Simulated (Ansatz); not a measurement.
# The perfect Au wire of staggered 5-rings, part 3 of 4

Aim: is the Au wire of staggered 5-rings a metal or a semiconductor?

Ansatz 0.2.0; DFT PBE, plane waves, PAW; relaxation of a wire's period (the session's first sound run).

So far, conductance of the lead as this run defines it (G₀): step 3 (bands of the perfect wire) 5.08.

## 7. Two-component spinors

This step: DFT PBE, plane waves, fully relativistic PAW; bands of a perfect wire with spin-orbit coupling (Ansatz 0.2.0).

Spin-orbit coupling mixes the spins and splits bands that cross or touch without it, so it can open or close channels. Fully relativistic datasets take the place of the scalar ones. Against the first PBE run of this kind, the mesh along the wire has 12 points against 18.

input.yaml reads:

```yaml
crystal:
  lattice:
    - [11.704, 0.0, 0.0]
    - [0.0, 11.464, 0.0]
    - [0.0, 0.0, 4.5340791809]
  atoms:
    - { symbol: Au, position: [0.330395803, 0.626030062, 0.0] }
    - { symbol: Au, position: [0.330395803, 0.374001328, 0.0] }
    - { symbol: Au, position: [0.564970156, 0.704312954, 0.0] }
    - { symbol: Au, position: [0.564970156, 0.295718436, 0.0] }
    - { symbol: Au, position: [0.709552604, 0.500015695, 0.0] }
    - { symbol: Au, position: [0.290481417, 0.500015695, 0.5] }
    - { symbol: Au, position: [0.435063866, 0.704312954, 0.5] }
    - { symbol: Au, position: [0.435063866, 0.295718436, 0.5] }
    - { symbol: Au, position: [0.669638219, 0.626030062, 0.5] }
    - { symbol: Au, position: [0.669638219, 0.374001328, 0.5] }
kpoints:
  mp_grid: { grid: [1, 1, 12] }
  band_path: { path: ["Γ", Z], npoints: 50 }
scf:
  occupations: { method: fermi_dirac, width: 0.05 }
hamiltonian:
  xc: pbe
  pseudopotentials: { kind: paw_fr }
magnetization:
  noncollinear: true
  spin_orbit: true
```

The run is started by

```sh
ansatz run input.yaml --threads 4 --pin off --max-ram 16384MiB --backend cpu --events-out ev --progress --plain --runs-dir out
```

Numbers of over 12 decimals in the logs are rounded to 6 here.

The program printed:

```text
[...]
non-collinear run that drives no moment, with spin-orbit: no starting moment large enough to seed its density (crystal.atoms[].spin), no starting occupations that ask for one, no magnetisation constraint and no magnetic field, so the semilocal B_xc is pinned to zero
Crystal: 10 atoms, lattice volume = 608.359 Å³
Basis set: ecut = 420 eV, 11955 PW (Γ)
Bands: 228, of which v1, the nominal top of the filled ones, is band 190 counted from 1 (189 counted from 0)
Symmetry: 8 space group operations + 8 with time reversal
[...]
k-points: 7 of 12
Projection manifold: j_resolved (fully-relativistic pseudo-atomic orbitals)
[...]
SCF iter   1: F=—  HF=-131864.873790 eV  |F-HF|=—  |Δ(HF+E_count)|=         —  Δρ=3.70e-2  dr2=8.91e0  dr2_m=0.00e0 (ungated)  ethr=3.10e-3  |M|=0.00e0 ∫|m|=0.00e0 μB  |m|>n=0.0e0 m-floor=0.0e0 τ_xc=0.0e0  β_m=1.00  ⟨swp⟩=7.0  Hψ=3571  notcnv=0  defer=132
[...]
spin=Noncollinear: LDOS preconditioning applied to the charge; magnetization (m_x, m_y, m_z) channels mix plain (no charge-response kernel on spin).
SCF iter   2: F=—  HF=-131866.549899 eV  |F-HF|=—  |Δ(HF+E_count)|=    1.68e0  Δρ=4.28e-2  dr2=1.25e1  dr2_m=0.00e0 (ungated)  ethr=3.10e-3  |M|=0.00e0 ∫|m|=0.00e0 μB  |m|>n=0.0e0 m-floor=0.0e0 τ_xc=0.0e0  β_m=0.61  ⟨swp⟩=3.0  Hψ=1905  notcnv=0  defer=196
[...]
SCF iter   9: F=-131862.589829 eV  HF=-131862.589829 eV  |F-HF|=9.60e-9  |Δ(HF+E_count)|=   1.05e-7  Δρ=1.84e-6  dr2=1.40e-8  dr2_m=0.00e0 (ungated)  ethr=5.26e-11  |M|=0.00e0 ∫|m|=0.00e0 μB  |m|>n=0.0e0 m-floor=0.0e0 τ_xc=0.0e0  ⟨swp⟩=14.7  Hψ=3578  notcnv=0
SCF 1 converged in 9 iterations: F = -131862.589829 eV  dr2 = 1.40e-8
[...]
SCF converged after 9 iterations
Magnetization: |M| = 0.0000 μB,  M = (+0.0000, +0.0000, +0.0000) μB
Absolute magnetization: 0.0000 μB (∫|m|)
  site 0: m = (+0.0000, +0.0000, +0.0000) μB, |m| = 0.0000 μB  (R = 1.13 Å)
  site 1: m = (+0.0000, +0.0000, +0.0000) μB, |m| = 0.0000 μB  (R = 1.13 Å)
  site 2: m = (+0.0000, +0.0000, +0.0000) μB, |m| = 0.0000 μB  (R = 1.13 Å)
  site 3: m = (+0.0000, +0.0000, +0.0000) μB, |m| = 0.0000 μB  (R = 1.13 Å)
  site 4: m = (+0.0000, +0.0000, +0.0000) μB, |m| = 0.0000 μB  (R = 1.13 Å)
  site 5: m = (+0.0000, +0.0000, +0.0000) μB, |m| = 0.0000 μB  (R = 1.13 Å)
  site 6: m = (+0.0000, +0.0000, +0.0000) μB, |m| = 0.0000 μB  (R = 1.13 Å)
  site 7: m = (+0.0000, +0.0000, +0.0000) μB, |m| = 0.0000 μB  (R = 1.13 Å)
  site 8: m = (+0.0000, +0.0000, +0.0000) μB, |m| = 0.0000 μB  (R = 1.13 Å)
  site 9: m = (+0.0000, +0.0000, +0.0000) μB, |m| = 0.0000 μB  (R = 1.13 Å)
Free energy (F): -131862.589829 eV
[...]
Internal energy: -131862.554363 eV  (E = F + TS)
E sigma→0 (E₀):  -131862.572096 eV
Entropy (-TS):   -0.035466 eV (-3.547 meV/atom)
Fermi energy:    1.510702 eV
[...]
--- Band table (eV; the first three rows and the last of 7) ---
  k-point 0: bands = [... 186 lower, 0.9939, 0.9939, 1.3229, 1.3229, 3.1478, 3.1478, 3.2354, 3.2354, ... 34 higher]
  k-point 1: bands = [... 186 lower, 1.0084, 1.0084, 1.2242, 1.2242, 3.2075, 3.2075, 3.3163, 3.3163, ... 34 higher]
  k-point 2: bands = [... 186 lower, 1.0290, 1.0290, 1.0699, 1.0699, 2.6981, 2.6981, 3.3901, 3.3901, ... 34 higher]
  k-point 6: bands = [... 186 lower, 0.8727, 0.8727, 0.9714, 0.9714, 0.9714, 0.9714, 2.7894, 2.7894, ... 34 higher]
```

The job ended after 11 min (4 threads of Arm Neoverse V2, shared host; peak memory 9.6 GiB).

This step gave:

| Quantity | Value |
| --- | --- |
| energy at zero smearing | -131862.5721 eV |

Electronic bands along the path, in eV, zero at the Fermi level:

| point | band 187 | band 188 | band 189 | band 190 | band 191 | band 192 | band 193 | band 194 |
| --- | --- | --- | --- | --- | --- | --- | --- | --- |
| Γ | -0.52 | -0.52 | -0.19 | -0.19 | 1.64 | 1.64 | 1.72 | 1.72 |
| halfway | -0.37 | -0.37 | -0.27 | -0.27 | 0.07 | 0.07 | 2.04 | 2.04 |
| Z | -0.64 | -0.64 | -0.54 | -0.54 | -0.54 | -0.54 | 1.28 | 1.28 |

Bands cross the Fermi level, as under PBE at the relaxed period, with no moment.

## 8. Strain along the wire, period over the relaxed period 0.97, k-mesh 1×1×14

This step: DFT PBE, plane waves, PAW; relaxation at a fixed period (Ansatz 0.2.0).

The period is set to 0.97 times the relaxed one and the atoms relax within it: strain changes bond lengths and angles, which shifts the bands against each other. Against the first PBE run of this kind, the mesh along the wire has 14 points against 18.

The cell differs from the one that the last finished run ended in (c 4.534 → 4.398 Å).

Edit input.yaml of step 7 so:

```diff
@@ -4,3 +4,3 @@
     - [0.0, 11.464, 0.0]
-    - [0.0, 0.0, 4.5340791809]
+    - [0.0, 0.0, 4.3980568055]
   atoms:
@@ -17,3 +17,3 @@
 kpoints:
-  mp_grid: { grid: [1, 1, 12] }
+  mp_grid: { grid: [1, 1, 14] }
   band_path: { path: ["Γ", Z], npoints: 50 }
@@ -23,5 +23,6 @@
   xc: pbe
-  pseudopotentials: { kind: paw_fr }
-magnetization:
-  noncollinear: true
-  spin_orbit: true
+relax:
+  max_steps: 40
+  f_tol: 0.02
+output:
+  stress: true
```

The program printed:

```text
Warning: output.stress: scf.convergence.dr2_threshold = 1e-7 eV (the SCF's general default) is looser than the 1e-9 eV advised for a printed stress (1e-10 eV for each atom of the cell: 10). What an SCF threshold leaves in a stress goes as its square root, and in the free energy as the threshold itself, and one threshold admits the most on a small cell: [figures from the program's tests cut] Every solve of this run an [...]
[...]
Crystal: 10 atoms, lattice volume = 590.108 Å³
Basis set: ecut = 420 eV, 11571 PW (Γ), exchange–correlation on 160×160×60 points (8 copies of the dense FFT grid, shifted against one another)
Bands: 114, of which v1, the nominal top of the filled ones, is band 95 counted from 1 (94 counted from 0)
Symmetry: 8 space group operations
[...]
k-points: 8 of 14
[...]
SCF iter   1: F=—  HF=-131487.899370 eV  |F-HF|=—  |Δ(HF+E_count)|=         —  Δρ=2.15e-3  dr2=1.33e-1  ethr=1.77e-3  ⟨swp⟩=6.8  Hψ=3593  notcnv=0  defer=39
[...]
SCF iter   6: F=-131487.896957 eV  HF=-131487.896957 eV  |F-HF|=3.02e-7  |Δ(HF+E_count)|=   8.19e-8  Δρ=9.37e-6  dr2=4.70e-7  ethr=1.46e-9  ⟨swp⟩=2.2  Hψ=3140  notcnv=0
SCF 1 converged in 6 iterations: F = -131487.896957 eV  dr2 = 4.70e-7
[...]
relax step   1: F+E_penalty+E_count = -131487.89695664 eV  Δ(F+E_penalty+E_count) = +0.000e0 eV  max|allowed force component| = 2.516e-1 eV/Å  Δτ_max = 0.0000 Å  (6 SCF iters, dr2 threshold 1.00e-5 eV, accepted)
[...]
SCF iter   6: F=-131487.874123 eV  HF=-131487.874122 eV  |F-HF|=4.20e-7  |Δ(HF+E_count)|=   3.93e-6  Δρ=1.27e-5  dr2=5.59e-7  ethr=2.08e-9  ⟨swp⟩=5.0  Hψ=3227  notcnv=0
SCF 2 converged in 6 iterations: F = -131487.874123 eV  dr2 = 5.59e-7
relax step   2: F+E_penalty+E_count = -131487.87412286 eV  Δ(F+E_penalty+E_count) = +2.283e-2 eV  max|allowed force component| = 2.181e-1 eV/Å  Δτ_max = 0.1327 Å  (6 SCF iters, dr2 threshold 3.96e-6 eV, rejected (line search))
SCF iter   1: F=—  HF=-131487.998838 eV  |F-HF|=—  |Δ(HF+E_count)|=         —  Δρ=4.48e-3  dr2=1.48e-1  ethr=7.05e-4  ⟨swp⟩=4.2  Hψ=1990  notcnv=0  defer=105
[...]
SCF iter   7: F=-131487.964754 eV  HF=-131487.964754 eV  |F-HF|=1.28e-9  |Δ(HF+E_count)|=   4.09e-8  Δρ=2.51e-6  dr2=5.17e-8  ethr=5.26e-11  ⟨swp⟩=5.0  Hψ=3109  notcnv=0
SCF 3 converged in 7 iterations: F = -131487.964754 eV  dr2 = 5.17e-8
relax step   3: F+E_penalty+E_count = -131487.96475393 eV  Δ(F+E_penalty+E_count) = -6.780e-2 eV  max|allowed force component| = 6.515e-3 eV/Å  Δτ_max = 0.0585 Å  (7 SCF iters, accepted)
[...]
the band table was solved once a step of the walk had ended and its energy, with any forces and stress, was formed, with the checks that follow a solve (4718 applications of the Hamiltonian). They found nothing against the state; the energy, forces and stress were not computed again (output.eigenvalues in the input reference)
[...]
SCF converged after 7 iterations
Free energy (F): -131487.964754 eV
[...]
Internal energy: -131487.915316 eV  (E = F + TS)
E sigma→0 (E₀):  -131487.940035 eV
Entropy (-TS):   -0.049438 eV (-4.944 meV/atom)
Fermi energy:    1.704144 eV
[...]
--- Forces (eV/Å), atoms counted from 1 ---
  atom   1  Au    -0.00077216    -0.00092750     0.00000000
  atom   2  Au    -0.00077216     0.00092750     0.00000000
  atom   3  Au    -0.00050938     0.00504105     0.00000000
  atom   4  Au    -0.00050938    -0.00504105     0.00000000
  atom   5  Au     0.00651498     0.00000000     0.00000000
  atom   6  Au    -0.00651498    -0.00000000     0.00000000
  atom   7  Au     0.00050938     0.00504105     0.00000000
  atom   8  Au     0.00050938    -0.00504105     0.00000000
  atom   9  Au     0.00077216    -0.00092750     0.00000000
  atom  10  Au     0.00077216     0.00092750     0.00000000
  max |Σ_I F_I| component: 1.84e-18 eV/Å
--- Stress (GPa, compression-positive) ---
       -0.001148      -0.000000       0.000000
       -0.000000      -0.002492       0.000000
        0.000000       0.000000       1.708062
  P = ⅓ Tr σ = 0.5681 GPa (5.681 kbar)
--- Band table (eV; the first three rows and the last of 8) ---
  k-point 0: bands = [... 91 lower, 0.4874, 0.9697, 1.0016, 1.7024, 3.3152, 3.3294, 3.4711, 5.3002, ... 15 higher]
  k-point 1: bands = [... 91 lower, 0.4756, 0.9776, 1.0097, 1.6123, 3.3719, 3.3862, 3.5345, 4.7584, ... 15 higher]
  k-point 2: bands = [... 91 lower, 0.4577, 1.0129, 1.0456, 1.3576, 3.5429, 3.5577, 3.7208, 3.7214, ... 15 higher]
  k-point 7: bands = [... 91 lower, 0.5954, 0.9638, 0.9638, 0.9663, 0.9663, 3.1812, 3.1812, 3.2076, ... 15 higher]
--- Relaxed structure (3 steps of the walk, 2 accepted, 0 SCFs on fresh bases) ---
  F+E_penalty+E_count = -131487.96475393 eV   max|allowed force component| = 6.515e-3 eV/Å
  atoms:
    - { symbol: Au, position: [0.326546, 0.628833, 0.0] }
    - { symbol: Au, position: [0.326546, 0.371198, 0.0] }
    - { symbol: Au, position: [0.566438, 0.708955, 0.0] }
    - { symbol: Au, position: [0.566438, 0.291076, 0.0] }
    - { symbol: Au, position: [0.714549, 0.500016, 0.0] }
    - { symbol: Au, position: [0.285485, 0.500016, 0.5] }
    - { symbol: Au, position: [0.433596, 0.708955, 0.5] }
    - { symbol: Au, position: [0.433596, 0.291076, 0.5] }
    - { symbol: Au, position: [0.673488, 0.628833, 0.5] }
    - { symbol: Au, position: [0.673488, 0.371198, 0.5] }
```

It took 45 s on 4 threads; peak memory 2.3 GiB; 2.9 min of CPU time.

The steps of the relaxation:

| step | energy less that of the first step (eV) | largest force component (eV/Å) |
| --- | --- | --- |
| 1 | 0.0000 | 0.2516 |
| 2 | 0.0228 | 0.2181 |
| 3 | -0.0678 | 0.0065 |

Relaxation step 2 was tried and not accepted.

The run keeps the 8 symmetry operations that it works with, so distortions that break them were not tested.

The atoms that moved most (Å):

| atom | dx | dy | dz | length |
| --- | --- | --- | --- | --- |
| Au5 | 0.058 | 0.000 | 0.000 | 0.058 |
| Au6 | -0.058 | 0.000 | 0.000 | 0.058 |
| Au8 | -0.017 | -0.053 | 0.000 | 0.056 |
| Au7 | -0.017 | 0.053 | 0.000 | 0.056 |
| Au4 | 0.017 | -0.053 | 0.000 | 0.056 |
| Au3 | 0.017 | 0.053 | 0.000 | 0.056 |
| Au1 | -0.045 | 0.032 | 0.000 | 0.055 |
| Au2 | -0.045 | -0.032 | 0.000 | 0.055 |

The relaxed structure:

```cif
data_structure
_symmetry_space_group_name_H-M 'P 1'
_symmetry_Int_Tables_number 1
_cell_length_a 11.7040
_cell_length_b 11.4640
_cell_length_c 4.3981
_cell_angle_alpha 90.000
_cell_angle_beta 90.000
_cell_angle_gamma 90.000
_cell_volume 590.11
loop_
_atom_site_label
_atom_site_type_symbol
_atom_site_fract_x
_atom_site_fract_y
_atom_site_fract_z
_atom_site_occupancy
Au1 Au 0.32655 0.62883 0.00000 1
Au2 Au 0.32655 0.37120 0.00000 1
Au3 Au 0.56644 0.70896 0.00000 1
Au4 Au 0.56644 0.29108 0.00000 1
Au5 Au 0.71455 0.50002 0.00000 1
Au6 Au 0.28549 0.50002 0.50000 1
Au7 Au 0.43360 0.70896 0.50000 1
Au8 Au 0.43360 0.29108 0.50000 1
Au9 Au 0.67349 0.62883 0.50000 1
Au10 Au 0.67349 0.37120 0.50000 1
```

Numbers from this step:

```yaml
energy_at_zero_smearing: -131487.9400 eV
```

The electronic bands at the labelled points (eV, zero at the Fermi level):

| point | band 92 | band 93 | band 94 | band 95 | band 96 | band 97 | band 98 | band 99 |
| --- | --- | --- | --- | --- | --- | --- | --- | --- |
| Γ | -1.22 | -0.73 | -0.70 | 0.00 | 1.61 | 1.63 | 1.77 | 3.60 |
| halfway | -1.15 | -0.95 | -0.50 | -0.47 | 0.41 | 2.30 | 2.32 | 2.40 |
| Z | -1.11 | -0.74 | -0.74 | -0.74 | -0.74 | 1.48 | 1.48 | 1.50 |

Bands cross the Fermi level, as under PBE at the relaxed period.

## 9. Strain along the wire, period over the relaxed period 1.1, k-mesh 1×1×13

The period is set to 1.1 times the relaxed one and the atoms relax within it: strain changes bond lengths and angles, which shifts the bands against each other. Against the first PBE run of this kind, the mesh along the wire has 13 points against 18.

The cell differs from the one that the last finished run ended in (c 4.398 → 4.987 Å).

Edit input.yaml of step 8 so:

```diff
@@ -4,3 +4,3 @@
     - [0.0, 11.464, 0.0]
-    - [0.0, 0.0, 4.3980568055]
+    - [0.0, 0.0, 4.987487099]
   atoms:
@@ -17,3 +17,3 @@
 kpoints:
-  mp_grid: { grid: [1, 1, 14] }
+  mp_grid: { grid: [1, 1, 13] }
   band_path: { path: ["Γ", Z], npoints: 50 }
```

The program printed:

```text
[...]
Crystal: 10 atoms, lattice volume = 669.194 Å³
Basis set: ecut = 420 eV, 13089 PW (Γ), exchange–correlation on 160×160×72 points (8 copies of the dense FFT grid, shifted against one another)
Bands: 114, of which v1, the nominal top of the filled ones, is band 95 counted from 1 (94 counted from 0)
Symmetry: 8 space group operations
[...]
- { symbol: Au, position: [0.561859, 0.694427, 0.0] }
    - { symbol: Au, position: [0.561859, 0.305604, 0.0] }
    - { symbol: Au, position: [0.699807, 0.500015695, 0.0] }
    - { symbol: Au, position: [0.300227, 0.500015695, 0.5] }
    - { symbol: Au, position: [0.438175, 0.694427, 0.5] }
    - { symbol: Au, position: [0.438175, 0.305604, 0.5] }
    - { symbol: Au, position: [0.661521, 0.619921, 0.5] }
    - { symbol: Au, position: [0.661521, 0.380111, 0.5] }
[key lines of the parts left out:]
SCF converged after 5 iterations
Free energy (F): -131487.248285 eV
Fermi energy:    0.933593 eV
P = ⅓ Tr σ = -1.3624 GPa (-13.624 kbar)
```

Run time: 53 s. Hardware: 4 threads; peak memory 2.6 GiB.

Step by step:

| step | energy less that of the first step (eV) | largest force component (eV/Å) |
| --- | --- | --- |
| 1 | 0.0000 | 0.5556 |
| 2 | -0.1524 | 0.6320 |
| 3 | -0.3753 | 0.0562 |
| 4 | -0.3781 | 0.0029 |

Forces are held to the 8 operations that the run works with; a distortion that breaks them can't arise in this run.

The atoms that moved most (Å):

| atom | dx | dy | dz | length |
| --- | --- | --- | --- | --- |
| Au3 | -0.036 | -0.113 | 0.000 | 0.119 |
| Au4 | -0.036 | 0.113 | 0.000 | 0.119 |
| Au7 | 0.036 | -0.113 | 0.000 | 0.119 |
| Au8 | 0.036 | 0.113 | 0.000 | 0.119 |
| Au10 | -0.095 | 0.070 | 0.000 | 0.118 |
| Au9 | -0.095 | -0.070 | 0.000 | 0.118 |
| Au2 | 0.095 | 0.070 | 0.000 | 0.118 |
| Au1 | 0.095 | -0.070 | 0.000 | 0.118 |

Final coordinates:

```
Au
1.0
    11.70400    0.00000    0.00000
     0.00000   11.46400    0.00000
     0.00000    0.00000    4.98749
Au
10
Direct
  0.33851 0.61992 0.00000
  0.33851 0.38011 0.00000
  0.56186 0.69443 0.00000
  0.56186 0.30560 0.00000
  0.69981 0.50002 0.00000
  0.30023 0.50002 0.50000
  0.43818 0.69443 0.50000
  0.43818 0.30560 0.50000
  0.66152 0.61992 0.50000
  0.66152 0.38011 0.50000
```

This step gave:

```yaml
energy_at_zero_smearing: -131487.2264 eV
```

Electronic bands along the path, in eV, zero at the Fermi level:

| point | band 92 | band 93 | band 94 | band 95 | band 96 | band 97 | band 98 | band 99 |
| --- | --- | --- | --- | --- | --- | --- | --- | --- |
| Γ | -1.04 | -0.69 | -0.27 | -0.24 | 1.85 | 2.26 | 2.46 | 2.48 |
| halfway | -1.10 | -1.09 | -0.48 | -0.05 | -0.02 | 1.44 | 1.44 | 2.41 |
| Z | -1.02 | -0.84 | -0.84 | -0.84 | -0.84 | 1.33 | 1.33 | 1.36 |

Bands cross the Fermi level, as under PBE at the relaxed period.

(Continued in part 4 of 4.)

[Logs are printed without paths, hosts, clocks, repeated set-up lines and the standing remarks that a program may print on its own settings, such as how far it seeks lower states.]

[Hosts, paths, dates, database ids (printed as entryN), source tags and the programs' standing remarks are cut or masked in the printed files.]
